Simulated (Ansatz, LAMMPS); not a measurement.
# Static equation of state of glassy 59SiO2-21CaO-14ZnO-7Cr2O3 (mol %) (81 atoms)

Density of this cell: 3.05 g/cm³. The cell holds 81 atoms: 17 Si, 6 Ca, 4 Zn, 4 Cr and 50 O. Cell: a = 10.531 Å, b = 10.071 Å, c = 10.215 Å, α = 88.4°, β = 90.1°, γ = 91.7°. The starting structure: 81 atoms (17 Si, 6 Ca, 4 Zn, 4 Cr, 50 O) placed at random at 2.92 g/cm³, melted at 4000 K for 10 ps at fixed volume with the Morse and Coulomb pair potential with partial charges (Pedone, Malavasi, Menziani, Cormack and Segre, J. Phys. Chem. B 110, 11780 (2006)). Quenched from 4000 K to 300 K at 20 K/ps and fixed volume, held 10 ps at zero pressure.

Calculated with Ansatz 0.2.0: Kohn-Sham DFT, PBE, PAW (set soft_2), plane waves; cutoff 420 eV, Γ point, gaussian smearing of 0.025 eV, spin polarised, started with 3 moments up and 1 down in a pattern of our own, ending at 6.0 μB in the cell. Cell and atoms were relaxed first, to V0 = 13.363 Å³ an atom at a residual P0 = 0.007 GPa. The cell was then scaled evenly, and the atoms were relaxed at each volume.

| volume (Å³/atom) | pressure (GPa) |
| --- | --- |
| 12.026 | ? |
| 12.561 | 4.380 |
| 12.962 | 2.121 |
| 13.764 | -1.859 |
| 14.164 | -3.003 |

**Question.** Fit the third-order Birch–Murnaghan equation to the rows given and extrapolate to the withheld row.

Worked fit:

Take the Eulerian strain f = ½[(V0/V)^(2/3) − 1] and the normalised pressure F = (P − P0) / [3f(1 + 2f)^(5/2)]. The third-order Birch–Murnaghan equation is then the line F = B0 + (3/2)B0(B′ − 4) f, so u = f and v = F.

```
      u = f  v = F (GPa)
  0.0210564      62.4345
  0.0102568      65.2980
-0.00975623      66.9967
 -0.0190506      58.0549
```

With n = 4: mean u = 6.2659e-4, mean v = 63.1960, Σ(u − ū)² = 0.0010051, Σ(u − ū)(v − v̄) = 0.066385. Slope b = 0.066385 / 0.0010051 = 66.047; intercept a = v̄ − b ū = 63.155.

So B0 = a = 63.2 GPa and B′ = 4 + 2b/(3a) = 4.70. At the withheld volume f = 0.03638, F = a + b f = 65.56 GPa, and P = P0 + 3f(1 + 2f)^(5/2) F.

Prediction at 12.026: 8.537 GPa. The run gave 7.636 GPa, so the fit is high by 0.90 GPa (12 % of the value).

The series isn't one smooth equation of state: even a line fitted to all rows, the withheld one included, misses F by up to 8.7 % and the count of bonds changes along the series. B0 and B′ are then only the numbers of this fit, not moduli of the material. Among the rows given, the largest miss of the fit is at 14.164, by 0.20 GPa (1.9 % of the range of the table).

Limits: Static cells at zero temperature; the cell shape is held. The program notes that the SCF threshold of these relaxations is loose for the stress. The quench rate of 20 K/ps is many orders above laboratory rates, so the cell is likely richer in defects and strain than a real sample. The network of bonds at the start is that of the classical potential that made the cell, and needn't be the one that DFT or experiment would give. Without a Hubbard term or exact exchange, open shells on Cr are likely too delocalised. Only the Γ point is sampled, in a cell whose shortest periodic width is 10 Å.

[Logs are printed without paths, hosts, clocks, repeated set-up lines and the standing remarks that a program may print on its own settings, such as how far it seeks lower states.]

[Hosts, paths, dates, database ids (printed as entryN), source tags and the programs' standing remarks are cut or masked in the printed files.]
